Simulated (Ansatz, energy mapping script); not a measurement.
# Spin model of LiNiSe2 in the alpha-NaFeO2 structure from collinear orders (isotropic strain to volume × 0.97), part 2 of 2

How strongly do the moments of LiNiSe2 in the alpha-NaFeO2 structure couple under PBEsol+U (7.8 eV)? The plan is to run several orders and fit a Heisenberg model.

PBEsol with U = 7.8 eV on Ni d, ortho-atomic projectors; plane waves, U on orthogonalised atomic orbitals unless named otherwise, collinear spin, no spin–orbit coupling.

So far. Step 3 (Run 1 (parallel; cell A, 8 atoms)): The run ends ferromagnetic. Step 4 (Order 2: compensated +−, cell A of 8 atoms): The run ends antiferromagnetic, 74.99 meV a magnetic atom above the parallel order of its cell (energies taken at zero occupation width, not the printed F).

## (5) Run 3 (parallel; cell B, 12 atoms)

A new cell needs its own zero of energy.

input.yaml

```yaml
crystal:
  lattice:
    - [-5.3397017569, -3.0828782468, 8.6161e-06]
    - [-5.3397017569, 3.0828782468, -8.6161e-06]
    - [-1.7799005856, -1.027642961, -6.0390700854]
  atoms:
    - { symbol: Li, position: [0.666666667, 0.666666667, 0.0] }
    - { symbol: Li, position: [0.333333333, 0.333333333, 0.0] }
    - { symbol: Li, position: [0.0, 0.0, 0.0] }
    - { symbol: Ni, position: [0.166666667, 0.666666667, 0.5], spin: 2.0 }
    - { symbol: Ni, position: [0.833333333, 0.333333333, 0.5], spin: 2.0 }
    - { symbol: Ni, position: [0.5, 0.0, 0.5], spin: 2.0 }
    - { symbol: Se, position: [0.910286293, 0.666666667, 0.269141122] }
    - { symbol: Se, position: [0.576952959, 0.333333333, 0.269141122] }
    - { symbol: Se, position: [0.243619626, 0.0, 0.269141122] }
    - { symbol: Se, position: [0.423047041, 0.666666667, 0.730858878] }
    - { symbol: Se, position: [0.089713707, 0.333333333, 0.730858878] }
    - { symbol: Se, position: [0.756380374, 0.0, 0.730858878] }
magnetization:
  spin_polarized: true
kpoints:
  mp_grid: { grid: [7, 7, 6] }
hamiltonian:
  xc: pbesol
  hubbard:
    sites:
      - { species: Ni, l: d, u_eff: 7.8 }
      - { site: 3, l: d, u_eff: 7.8, starting_ns: [{ spin: up, occupation_matrix: ni2_major }, { spin: down, occupation_matrix: ni2_minor }] }
      - { site: 4, l: d, u_eff: 7.8, starting_ns: [{ spin: up, occupation_matrix: ni2_major }, { spin: down, occupation_matrix: ni2_minor }] }
      - { site: 5, l: d, u_eff: 7.8, starting_ns: [{ spin: up, occupation_matrix: ni2_major }, { spin: down, occupation_matrix: ni2_minor }] }
    projectors: ortho-atomic
    occupation_matrices:
      ni2_major:
        matrix:
          - [0.995, 0.0, 0.0, 0.0, 0.0]
          - [0.0, 0.981, 0.0, 0.0, 0.01]
          - [0.0, 0.0, 0.981, 0.01, 0.0]
          - [0.0, 0.0, 0.01, 0.987, 0.0]
          - [0.0, 0.01, 0.0, 0.0, 0.987]
      ni2_minor:
        matrix:
          - [0.993, 0.0, 0.0, 0.0, 0.0]
          - [0.0, 0.542, 0.0, 0.0, 0.308]
          - [0.0, 0.0, 0.542, 0.308, 0.0]
          - [0.0, 0.0, 0.308, 0.782, 0.0]
          - [0.0, 0.308, 0.0, 0.0, 0.782]
scf:
  occupations: { method: fermi_dirac, width: 0.03 }
output:
  eigenvalues: true
```

Run with:

```bash
$ ansatz run input.yaml --threads 4 --pin off --max-ram 8192MiB --backend cpu --events-out ev --progress --plain --runs-dir out
```

Numbers of over 12 decimals in the logs are rounded to 6 here.

The log of the run:

```text
[...]
k-point 1 ↑: bands = [... 76 lower, 8.7818, 8.7927, 8.7927, 9.1080, 9.9259, 9.9262, 10.3999, 10.4001, ... 15 higher]
  k-point 2 ↑: bands = [... 76 lower, 8.6144, 8.6144, 8.9524, 8.9524, 9.8529, 9.8532, 10.4522, 10.4524, ... 15 higher]
  k-point 147 ↓: bands = [... 76 lower, 8.6098, 8.6169, 11.0868, 11.1290, 11.1877, 11.4461, 11.5133, 11.8113, ... 15 higher]
Occupation matrices written to <dir>
[key lines of the parts left out:]
SCF converged after 17 iterations
Magnetization: 3.3875 μB (81.1938 up, 77.8062 down)
Free energy (F): -50567.329323 eV
Fermi energy:    9.554547 eV
```

The job ended after 2.7 min (4 threads of Arm Neoverse V2, shared host; peak memory 4.2 GiB).

The run ends ferromagnetic. For each magnetic atom its energy differs from the parallel run of the first cell by 2.92 meV, an error that one common reference would have brought in.

## (6) Run 4 (uncompensated ++−; cell B, 12 atoms)

This order reverses 4 of the 6 neighbours at 3.56 Å, 0 of the 6 neighbours at 6.17 Å and 2.67 of the 6 neighbours at 6.38 Å, counted for an average magnetic atom.

Changes to input.yaml since step 5:

```diff
@@ -11,3 +11,3 @@
     - { symbol: Ni, position: [0.833333333, 0.333333333, 0.5], spin: 2.0 }
-    - { symbol: Ni, position: [0.5, 0.0, 0.5], spin: 2.0 }
+    - { symbol: Ni, position: [0.5, 0.0, 0.5], spin: -2.0 }
     - { symbol: Se, position: [0.910286293, 0.666666667, 0.269141122] }
@@ -29,3 +29,3 @@
       - { site: 4, l: d, u_eff: 7.8, starting_ns: [{ spin: up, occupation_matrix: ni2_major }, { spin: down, occupation_matrix: ni2_minor }] }
-      - { site: 5, l: d, u_eff: 7.8, starting_ns: [{ spin: up, occupation_matrix: ni2_major }, { spin: down, occupation_matrix: ni2_minor }] }
+      - { site: 5, l: d, u_eff: 7.8, starting_ns: [{ spin: up, occupation_matrix: ni2_minor }, { spin: down, occupation_matrix: ni2_major }] }
     projectors: ortho-atomic
```

The log of the run:

```text
[...]
Crystal: 12 atoms, lattice volume = 198.826 Å³
Basis set: ecut = 420 eV, 3887 PW (Γ)
Bands: 99, of which v1, the nominal top of the filled ones, is band 80 counted from 1 (79 counted from 0)
Symmetry: 2 space group operations
k-points: 148 of 294
[...]
Starting moments: Σ|m| = 6 μB on 3 of 12 sites
[...]
k-point 0 ↑: bands = [... 76 lower, 8.9434, 9.5958, 9.7283, 9.8810, 9.9432, 9.9448, 11.5050, 11.7745, ... 15 higher]
  k-point 1 ↑: bands = [... 76 lower, 8.7843, 9.0829, 9.7762, 9.8304, 9.9209, 9.9329, 11.5356, 11.7471, ... 15 higher]
  k-point 2 ↑: bands = [... 76 lower, 8.6969, 8.8632, 9.7995, 9.8046, 9.8962, 9.8969, 11.5795, 11.7302, ... 15 higher]
  k-point 147 ↓: bands = [... 76 lower, 8.4637, 8.5094, 8.9663, 9.6402, 11.1414, 11.1990, 11.4054, 11.6820, ... 15 higher]
Occupation matrices written to <dir>
[key lines of the parts left out:]
SCF converged after 27 iterations
Magnetization: 0.9038 μB (79.9519 up, 79.0481 down)
Free energy (F): -50567.050230 eV
Fermi energy:    9.504872 eV
```

The job ended after 3.6 min (4 threads; peak memory 4.2 GiB; 14 min of CPU time).

The run ends ferrimagnetic, 93.70 meV a magnetic atom above the parallel order of its cell (energies taken at zero occupation width, not the printed F).

## (7) Order 5: parallel, cell C of 8 atoms

A new cell needs its own zero of energy.

input.yaml

```yaml
crystal:
  lattice:
    - [-3.5598011712, 0.0, 0.0]
    - [0.0, 6.1657564937, -1.72321e-05]
    - [1.7799005856, -1.027642961, -6.0390700854]
  atoms:
    - { symbol: Li, position: [0.0, 0.0, 0.0] }
    - { symbol: Li, position: [0.5, 0.5, 0.0] }
    - { symbol: Ni, position: [0.25, 0.75, 0.5], spin: 2.0 }
    - { symbol: Ni, position: [0.75, 0.25, 0.5], spin: 2.0 }
    - { symbol: Se, position: [0.634570561, 0.878190187, 0.269141122] }
    - { symbol: Se, position: [0.134570561, 0.378190187, 0.269141122] }
    - { symbol: Se, position: [0.865429439, 0.621809813, 0.730858878] }
    - { symbol: Se, position: [0.365429439, 0.121809813, 0.730858878] }
magnetization:
  spin_polarized: true
kpoints:
  mp_grid: { grid: [11, 6, 11] }
hamiltonian:
  xc: pbesol
  hubbard:
    sites:
      - { species: Ni, l: d, u_eff: 7.8 }
      - { site: 2, l: d, u_eff: 7.8, starting_ns: [{ spin: up, occupation_matrix: ni2_major }, { spin: down, occupation_matrix: ni2_minor }] }
      - { site: 3, l: d, u_eff: 7.8, starting_ns: [{ spin: up, occupation_matrix: ni2_major }, { spin: down, occupation_matrix: ni2_minor }] }
    projectors: ortho-atomic
    occupation_matrices:
      ni2_major:
        matrix:
          - [0.995, 0.0, 0.0, 0.0, 0.0]
          - [0.0, 0.981, 0.0, 0.0, 0.01]
          - [0.0, 0.0, 0.981, 0.01, 0.0]
          - [0.0, 0.0, 0.01, 0.987, 0.0]
          - [0.0, 0.01, 0.0, 0.0, 0.987]
      ni2_minor:
        matrix:
          - [0.993, 0.0, 0.0, 0.0, 0.0]
          - [0.0, 0.542, 0.0, 0.0, 0.308]
          - [0.0, 0.0, 0.542, 0.308, 0.0]
          - [0.0, 0.0, 0.308, 0.782, 0.0]
          - [0.0, 0.308, 0.0, 0.0, 0.782]
scf:
  occupations: { method: fermi_dirac, width: 0.03 }
output:
  eigenvalues: true
```

The log of the run:

```text
[...]
Crystal: 8 atoms, lattice volume = 132.551 Å³
Basis set: ecut = 420 eV, 2559 PW (Γ)
Bands: 66, of which v1, the nominal top of the filled ones, is band 53 counted from 1 (52 counted from 0)
Symmetry: 8 space group operations
[...]
k-points: 204 of 726
[...]
Starting moments: Σ|m| = 4 μB on 2 of 8 sites
[...]
k-point 0 ↑: bands = [... 49 lower, 8.1864, 9.4807, 9.6309, 9.9729, 9.9738, 10.3683, 10.3693, 13.4505, ... 9 higher]
  k-point 1 ↑: bands = [... 49 lower, 8.3676, 9.4623, 9.5471, 9.9580, 9.9589, 10.3799, 10.3809, 13.4101, ... 9 higher]
  k-point 2 ↑: bands = [... 49 lower, 8.7860, 9.0233, 9.7134, 9.9218, 9.9226, 10.4073, 10.4083, 13.2945, ... 9 higher]
  k-point 203 ↓: bands = [... 49 lower, 7.9831, 8.0591, 8.0709, 11.4225, 11.5507, 11.5891, 11.7328, 13.3985, ... 9 higher]
Occupation matrices written to <dir>
[key lines of the parts left out:]
SCF converged after 16 iterations
Magnetization: 2.2325 μB (54.1163 up, 51.8837 down)
Free energy (F): -33711.557632 eV
Fermi energy:    9.568928 eV
```

Run time: 86 s. Hardware: 4 threads; peak memory 2.7 GiB.

The run ends ferromagnetic. For each magnetic atom its energy differs from the parallel run of the first cell by 0.11 meV, an error that one common reference would have brought in.

## (8) Compensated +− start in cell C (8 atoms)

This order reverses 4 of the 6 neighbours at 3.56 Å, 4 of the 6 neighbours at 6.17 Å and 2 of the 6 neighbours at 6.38 Å, counted for an average magnetic atom.

Changes to input.yaml since step 7:

```diff
@@ -9,3 +9,3 @@
     - { symbol: Ni, position: [0.25, 0.75, 0.5], spin: 2.0 }
-    - { symbol: Ni, position: [0.75, 0.25, 0.5], spin: 2.0 }
+    - { symbol: Ni, position: [0.75, 0.25, 0.5], spin: -2.0 }
     - { symbol: Se, position: [0.634570561, 0.878190187, 0.269141122] }
@@ -24,3 +24,3 @@
       - { site: 2, l: d, u_eff: 7.8, starting_ns: [{ spin: up, occupation_matrix: ni2_major }, { spin: down, occupation_matrix: ni2_minor }] }
-      - { site: 3, l: d, u_eff: 7.8, starting_ns: [{ spin: up, occupation_matrix: ni2_major }, { spin: down, occupation_matrix: ni2_minor }] }
+      - { site: 3, l: d, u_eff: 7.8, starting_ns: [{ spin: up, occupation_matrix: ni2_minor }, { spin: down, occupation_matrix: ni2_major }] }
     projectors: ortho-atomic
```

The log of the run:

```text
[...]
Crystal: 8 atoms, lattice volume = 132.551 Å³
Basis set: ecut = 420 eV, 2559 PW (Γ)
Bands: 66, of which v1, the nominal top of the filled ones, is band 53 counted from 1 (52 counted from 0)
Symmetry: 4 space group operations
[...]
k-points: 204 of 726
[...]
Starting moments: Σ|m| = 4 μB on 2 of 8 sites
[...]
k-point 0 ↑: bands = [... 49 lower, 9.4321, 9.5885, 9.8806, 9.9018, 9.9247, 11.6887, 11.6988, 13.5585, ... 9 higher]
  k-point 1 ↑: bands = [... 49 lower, 9.4235, 9.4784, 9.8748, 9.9142, 9.9346, 11.6994, 11.7124, 13.5187, ... 9 higher]
  k-point 2 ↑: bands = [... 49 lower, 8.9935, 9.6150, 9.8470, 9.8879, 10.0319, 11.7326, 11.7513, 13.4039, ... 9 higher]
  k-point 203 ↓: bands = [... 49 lower, 7.7580, 7.9225, 8.0959, 9.4015, 9.7973, 11.5404, 11.6554, 13.2829, ... 9 higher]
Occupation matrices written to <dir>
[key lines of the parts left out:]
SCF converged after 18 iterations
Magnetization: 0.0000 μB (53.0000 up, 53.0000 down)
Free energy (F): -33711.373142 eV
Fermi energy:    9.491093 eV
```

It took 1.7 min on 4 threads; peak memory 2.7 GiB; 6.6 min of CPU time.

The run ends antiferromagnetic, 93.29 meV a magnetic atom above the parallel order of its cell (energies taken at zero occupation width, not the printed F).

## (9) Run 7 (parallel; cell D, 8 atoms)

A new cell needs its own zero of energy.

This run holds the same structure in another cell (b 6.166 → 3.560 Å, c 6.379 → 12.252 Å, α 99.3 → 81.6°, β 106.2 → 81.6°, γ 90.0 → 60.0°).

input.yaml

```yaml
crystal:
  lattice:
    - [1.7799005856, -3.0828782468, 8.6161e-06]
    - [3.5598011712, 0.0, 0.0]
    - [1.7799005856, -1.0275923248, 12.0781487869]
  atoms:
    - { symbol: Li, position: [0.0, 0.0, 0.0] }
    - { symbol: Li, position: [0.5, 0.5, 0.5] }
    - { symbol: Ni, position: [0.75, 0.75, 0.75], spin: 2.0 }
    - { symbol: Ni, position: [0.25, 0.25, 0.25], spin: 2.0 }
    - { symbol: Se, position: [0.878190187, 0.878190187, 0.365429439] }
    - { symbol: Se, position: [0.378190187, 0.378190187, 0.865429439] }
    - { symbol: Se, position: [0.621809813, 0.621809813, 0.134570561] }
    - { symbol: Se, position: [0.121809813, 0.121809813, 0.634570561] }
magnetization:
  spin_polarized: true
kpoints:
  mp_grid: { grid: [12, 12, 12] }
hamiltonian:
  xc: pbesol
  hubbard:
    sites:
      - { species: Ni, l: d, u_eff: 7.8 }
      - { site: 2, l: d, u_eff: 7.8, starting_ns: [{ spin: up, occupation_matrix: ni2_major }, { spin: down, occupation_matrix: ni2_minor }] }
      - { site: 3, l: d, u_eff: 7.8, starting_ns: [{ spin: up, occupation_matrix: ni2_major }, { spin: down, occupation_matrix: ni2_minor }] }
    projectors: ortho-atomic
    occupation_matrices:
      ni2_major:
        matrix:
          - [0.995, 0.0, 0.0, 0.0, 0.0]
          - [0.0, 0.981, 0.0, 0.0, 0.01]
          - [0.0, 0.0, 0.981, 0.01, 0.0]
          - [0.0, 0.0, 0.01, 0.987, 0.0]
          - [0.0, 0.01, 0.0, 0.0, 0.987]
      ni2_minor:
        matrix:
          - [0.993, 0.0, 0.0, 0.0, 0.0]
          - [0.0, 0.542, 0.0, 0.0, 0.308]
          - [0.0, 0.0, 0.542, 0.308, 0.0]
          - [0.0, 0.0, 0.308, 0.782, 0.0]
          - [0.0, 0.308, 0.0, 0.0, 0.782]
scf:
  occupations: { method: fermi_dirac, width: 0.03 }
output:
  eigenvalues: true
```

The log of the run:

```text
[...]
Crystal: 8 atoms, lattice volume = 132.551 Å³
Basis set: ecut = 420 eV, 2573 PW (Γ)
Bands: 66, of which v1, the nominal top of the filled ones, is band 53 counted from 1 (52 counted from 0)
Symmetry: 8 space group operations
k-points: 476 of 1728
[...]
Starting moments: Σ|m| = 4 μB on 2 of 8 sites
[...]
k-point 1 ↑: bands = [... 49 lower, 9.8283, 9.9719, 9.9719, 10.3730, 10.3730, 10.4766, 10.4766, 14.3288, ... 9 higher]
  k-point 2 ↑: bands = [... 49 lower, 9.8344, 9.9626, 9.9626, 10.3803, 10.3803, 10.4725, 10.4725, 14.3371, ... 9 higher]
  k-point 475 ↓: bands = [... 49 lower, 7.9544, 8.0053, 8.1744, 11.2039, 11.3693, 11.8814, 11.9808, 13.0287, ... 9 higher]
Occupation matrices written to <dir>
[key lines of the parts left out:]
SCF converged after 16 iterations
Magnetization: 2.2186 μB (54.1093 up, 51.8907 down)
Free energy (F): -33711.562305 eV
Fermi energy:    9.565190 eV
```

It took 2.9 min on 4 threads; peak memory 5.7 GiB; 11 min of CPU time.

The run ends ferromagnetic. For each magnetic atom its energy differs from the parallel run of the first cell by -2.42 meV, an error that one common reference would have brought in.

## (10) Run 8 (compensated +−; cell D, 8 atoms)

This order reverses 0 of the 6 neighbours at 3.56 Å, 0 of the 6 neighbours at 6.17 Å and 6 of the 6 neighbours at 6.38 Å, counted for an average magnetic atom.

Changes to input.yaml since step 9:

```diff
@@ -9,3 +9,3 @@
     - { symbol: Ni, position: [0.75, 0.75, 0.75], spin: 2.0 }
-    - { symbol: Ni, position: [0.25, 0.25, 0.25], spin: 2.0 }
+    - { symbol: Ni, position: [0.25, 0.25, 0.25], spin: -2.0 }
     - { symbol: Se, position: [0.878190187, 0.878190187, 0.365429439] }
@@ -24,3 +24,3 @@
       - { site: 2, l: d, u_eff: 7.8, starting_ns: [{ spin: up, occupation_matrix: ni2_major }, { spin: down, occupation_matrix: ni2_minor }] }
-      - { site: 3, l: d, u_eff: 7.8, starting_ns: [{ spin: up, occupation_matrix: ni2_major }, { spin: down, occupation_matrix: ni2_minor }] }
+      - { site: 3, l: d, u_eff: 7.8, starting_ns: [{ spin: up, occupation_matrix: ni2_minor }, { spin: down, occupation_matrix: ni2_major }] }
     projectors: ortho-atomic
```

The log of the run:

```text
[...]
Crystal: 8 atoms, lattice volume = 132.551 Å³
Basis set: ecut = 420 eV, 2573 PW (Γ)
Bands: 66, of which v1, the nominal top of the filled ones, is band 53 counted from 1 (52 counted from 0)
Symmetry: 4 space group operations
k-points: 476 of 1728
[...]
Starting moments: Σ|m| = 4 μB on 2 of 8 sites
[...]
k-point 1 ↑: bands = [... 49 lower, 9.7400, 9.9188, 9.9188, 10.4132, 10.4132, 11.9252, 11.9252, 14.3721, ... 9 higher]
  k-point 2 ↑: bands = [... 49 lower, 9.7448, 9.9127, 9.9127, 10.4144, 10.4144, 11.9252, 11.9252, 14.3731, ... 9 higher]
  k-point 475 ↓: bands = [... 49 lower, 7.6579, 7.8143, 8.0501, 9.3174, 9.8134, 11.6760, 11.7212, 12.9076, ... 9 higher]
Occupation matrices written to <dir>
[key lines of the parts left out:]
SCF converged after 16 iterations
Magnetization: 0.0000 μB (53.0000 up, 53.0000 down)
Free energy (F): -33711.419716 eV
Fermi energy:    9.485042 eV
```

Elapsed: 88 s, on 4 threads; peak memory 5.1 GiB.

The run ends antiferromagnetic, 72.25 meV a magnetic atom above the parallel order of its cell (energies taken at zero occupation width, not the printed F).

## (11) From energies to couplings

Each energy difference is a sum of couplings weighted by the pairs that the order reverses. A few near shells are fitted to the differences by least squares. Energies are those extrapolated to zero occupation width, not the free energies F.

The orders side by side; each is measured from the parallel order in the same cell and on the same mesh:

```
                      order  atoms  energy (meV a magnetic atom)  moments (μB)  moments kept as typed  opposed neighbours at 3.56, 6.17, 6.38 Å
         parallel in cell A      8                          0.00          1.33                    yes                                   0, 0, 0
   compensated +− in cell A      8                         74.99          1.33                    yes                                   4, 4, 4
         parallel in cell B     12                          0.00          1.33                    yes                                   0, 0, 0
uncompensated ++− in cell B     12                         93.70  1.31 to 1.37                    yes                                4, 0, 2.67
         parallel in cell C      8                          0.00          1.33                    yes                                   0, 0, 0
   compensated +− in cell C      8                         93.29          1.33                    yes                                   4, 4, 2
         parallel in cell D      8                          0.00          1.33                    yes                                   0, 0, 0
   compensated +− in cell D      8                         72.25          1.33                    yes                                   0, 0, 6
```

Couplings from the energies, with E = −Σ J e·e over ordered pairs:

```
 pair  distance (Å)  neighbours  J (meV)
Ni–Ni          3.56           6     8.07
Ni–Ni          6.17           6    -1.65
Ni–Ni          6.38           6     5.46
```

These orders cannot tell some unfitted shells from fitted ones: the value at 3.56 Å holds J(3.56) + J(7.12), the value at 6.17 Å holds J(6.17) − J(7.12) and the value at 6.38 Å holds J(6.38) + 2 J(8.13); other unfitted shells add to the values wholly or in part.

Adding the shell at 7.31 Å gives 7.7, -1.7, 3.4 and 2.6 meV, an exact solve that tests nothing.

Limits of this fit: it misses the energies by up to 20 meV, so no temperature is drawn.

## (12) Against the first cell

The first set of orders, under PBEsol+U (7.8 eV), isotropic strain to volume × 1, took 80 min of CPU time summed over its finished orders (seed run apart), these 65 min.

```
                                  quantity  this set  first set
J at 3.56 Å (3.60 Å in the first set), meV      8.07       7.83
J at 6.17 Å (6.23 Å in the first set), meV     -1.65      -1.67
J at 6.38 Å (6.44 Å in the first set), meV      5.46       5.24
```

The coupling that led in the first set goes from 7.83 to 8.07 meV.

## (13) Results

```
lowest order tried                                              : parallel
largest fitted value (a combination of shells), Ni–Ni at 3.56 Å : 8.07 meV
```

In words: Of the orders tried, LiNiSe2 in the alpha-NaFeO2 structure (isotropic strain to volume × 0.97) prefers parallel moments under PBEsol+U (7.8 eV). The largest fitted value is 8.1 meV, at 3.56 Å. It is a combination of shells that these orders cannot split, so neither its size nor its sign can be laid on that pair alone. The orders also reverse pairs at 7.12 and 7.31 Å, which are not fitted, so the fitted values hold their part too. With 4 differences for 3 couplings the fit misses by 20 meV at most, which is not small: farther shells, terms beyond the Heisenberg form or the mesh can cause that. In the fitted orders moments change by up to 2.6 % against the parallel run of the same cell, so their size stays put. Every order is gapless on its mesh at this level. In a metal exchange reaches farther, and a short model of fixed moments is less apt; where the compound is in fact an insulator, these couplings come from a wrongly metallic state. The cell was built from a prototype and relaxed before the change was imposed without further relaxation; a distortion that needs a larger cell, or another structure that the compound may prefer, is not captured.

[Logs and program files are shortened in this print: banners, set-up blocks, solver, clock and traceback lines can be left out without a mark of their own.]

[Logs are printed without paths, hosts, clocks, repeated set-up lines and the standing remarks that a program may print on its own settings, such as how far it seeks lower states.]

[Hosts, paths, dates, database ids (printed as entryN), source tags and the programs' standing remarks are cut or masked in the printed files.]

[Where a cell is said to come from a database of computed structures, the database is the Materials Project.]
